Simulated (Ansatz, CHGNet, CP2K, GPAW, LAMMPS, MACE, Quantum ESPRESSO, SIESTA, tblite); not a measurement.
# Which run comes nearest? Zn40S29Se11 with crystalline order left by the classical run (80 atoms)

Density of this cell: 4.41 g/cm³. The cell holds 80 atoms: 40 Zn, 29 S and 11 Se. Its edges and angles: a = 11.843 Å, b = 11.843 Å, c = 11.843 Å, α = 90.0°, β = 90.0°, γ = 90.0°. 80 atoms (40 Zn, 29 S, 11 Se) placed at random at 4.41 g/cm³, melted at 2500 K for 10 ps at fixed volume with the Stillinger-Weber II-VI potential (Zhou et al., Phys. Rev. B 88, 085309 (2013)). Quenched from 2500 K to 300 K at 4 K/ps and fixed volume, annealed at 800 K for 50 ps, held 5 ps.

Geometry: as built.

The reference, a calculation:

| Property | Result |
| --- | --- |
| method | Kohn-Sham DFT, PBE, PAW, plane waves (Ansatz 0.2.0); cutoff 420 eV, Γ point, fermi-dirac smearing of 0.05 eV; PAW set soft_2 |
| r.m.s. force component | 0.4208 eV/Å |
| longest force | 2.335 eV/Å |
| pressure | 1.128 GPa |
| gap (highest filled to lowest empty level) | 0.2294 eV |
| SCF cycles | 12 |
| time | 17 s on 8 threads of Arm Neoverse V2, shared host |
| CPU time | 2.2 min |

Q: Estimate the differences from the reference, the CPU time and the memory of each run.
- CP2K PBE, SZV-MOLOPT-SR, 800/50 Ry, diagonalisation (CP2K 2026.2; 2 threads)
- SIESTA PBE, DZP, shift 0.04 Ry, mesh 500 Ry (SIESTA 5.4.2; 2 MPI ranks)
- GPAW RPBE, LCAO dzp, h 0.2 Å (GPAW 26.7.0; 1 thread)
- SIESTA PBE, SZ, shift 0.02 Ry, mesh 500 Ry (SIESTA 5.4.2; 1 thread)
- GPAW PBE, plane waves 550 eV (GPAW 26.7.0; 4 MPI ranks)
- MACE MP-0b3 medium potential (MACE MP-0b3 medium; 1 thread)
- CP2K PBE, DZVP-MOLOPT-SR, 800/50 Ry, diagonalisation (CP2K 2026.2; 4 MPI ranks)
- SIESTA PBE, SZP, shift 0.01 Ry, mesh 500 Ry (SIESTA 5.4.2; 2 MPI ranks)
- QE PBE, sssp-1.3.0-efficiency, 45/360 Ry (Quantum ESPRESSO 7.5; 4 MPI ranks)
- tblite GFN1-xTB (tblite 0.8.0; 1 thread)

Differences are against the plane-wave reference, forces as r.m.s. over components; share is that over the reference's r.m.s. force, slope the least-squares factor from reference forces to these. Total energies of different programs have different zeros and aren't compared.

| run | Δ force, r.m.s. (meV/Å) | share (%) | slope | Δ pressure (GPa) | Δ gap (eV) | cores | CPU time | memory (GiB) |
| --- | --- | --- | --- | --- | --- | --- | --- | --- |
| reference | - | - | - | - | - | 8 | 2.2 min | 2.5 |
| CP2K PBE, SZV-MOLOPT-SR, 800/50 Ry, diagonalisation (coarse) | 378 | 89.7 | 1.471 | -0.0813 | - | 2 | 4.3 min | 6.7 |
| SIESTA PBE, DZP, shift 0.04 Ry, mesh 500 Ry (coarse) | 391 | 92.8 | 1.163 | -25.1 | - | 2 | 2.6 min | 1.4 |
| GPAW RPBE, LCAO dzp, h 0.2 Å | 64.0 | 15.2 | 1.017 | - | -0.0256 | 1 | 4.2 min | 2.0 |
| SIESTA PBE, SZ, shift 0.02 Ry, mesh 500 Ry (coarse) | 808 | 192 | 1.609 | -7.42 | - | 1 | 2.8 min | 0.83 |
| GPAW PBE, plane waves 550 eV | 6.74 | 1.60 | 1.008 | -0.0559 | 0.0013 | 4 | 16 min | 3.2 |
| MACE MP-0b3 medium potential | 113 | 26.9 | 0.830 | -0.593 | - | 1 | 6.4 s | 0.88 |
| CP2K PBE, DZVP-MOLOPT-SR, 800/50 Ry, diagonalisation | 31.5 | 7.49 | 1.031 | 0.426 | - | 4 | 7.6 min | 9.2 |
| SIESTA PBE, SZP, shift 0.01 Ry, mesh 500 Ry (coarse) | 442 | 105 | 1.183 | -5.37 | - | 2 | 3.6 min | 1.6 |
| QE PBE, sssp-1.3.0-efficiency, 45/360 Ry | 4.33 | 1.03 | 1.001 | -0.194 | - | 4 | 24 min | 4.5 |
| tblite GFN1-xTB | 221 | 52.6 | 0.739 | 5.24 | - | 1 | 3.8 s | 0.13 |

Rows marked coarse were listed beforehand as settings not expected to be converged; some can still land near the reference.

Times of the machine-learned potentials are mostly Python's start and the loading of weights.

CPU time is summed over cores on a shared host, where runs went side by side, so it is rough. Symmetry, cutoffs, thresholds, outputs and thread counts weren't matched or tuned between programs; memory under MPI is the largest rank's times the ranks.

PBE on plane waves or a grid with other potentials, cutoffs or grids, coarse settings apart, differs from the reference by 1.0 % (QE PBE, sssp-1.3.0-efficiency, 45/360 Ry) to 1.6 % (GPAW PBE, plane waves 550 eV) of the r.m.s. force; this holds the reference's own error, so differences of a few per cent don't tell which side is nearer the exact PBE result (QE's 45 Ry are 612 eV, against the reference's 420 eV). The PBE run in local orbitals, coarse settings apart, differs by 7.5 % (CP2K PBE, DZVP-MOLOPT-SR, 800/50 Ry, diagonalisation); basis, grid and potentials can all enter. Tight binding differs by 53 % (tblite GFN1-xTB); it is another model, with fitted parameters of its own, and the xTB methods hold dispersion. Machine-learned potentials differ by 27 % (MACE MP-0b3 medium potential); they were trained on other programs' data. Among those trained on PBE data the slope goes as low as 0.83. Periodic xTB results under one method name differ between programs and library versions. Machine-learned potentials mimic data converged in k, so the reference's own k-point error enters their differences. The network of bonds at the start is that of the classical potential that made the cell, and needn't be the one that DFT or experiment would give. The electronic-structure runs sample only Γ, in a cell whose shortest periodic width is 12 Å.

[Hosts, paths, dates, database ids (printed as entryN), source tags and the programs' standing remarks are cut or masked in the printed files.]
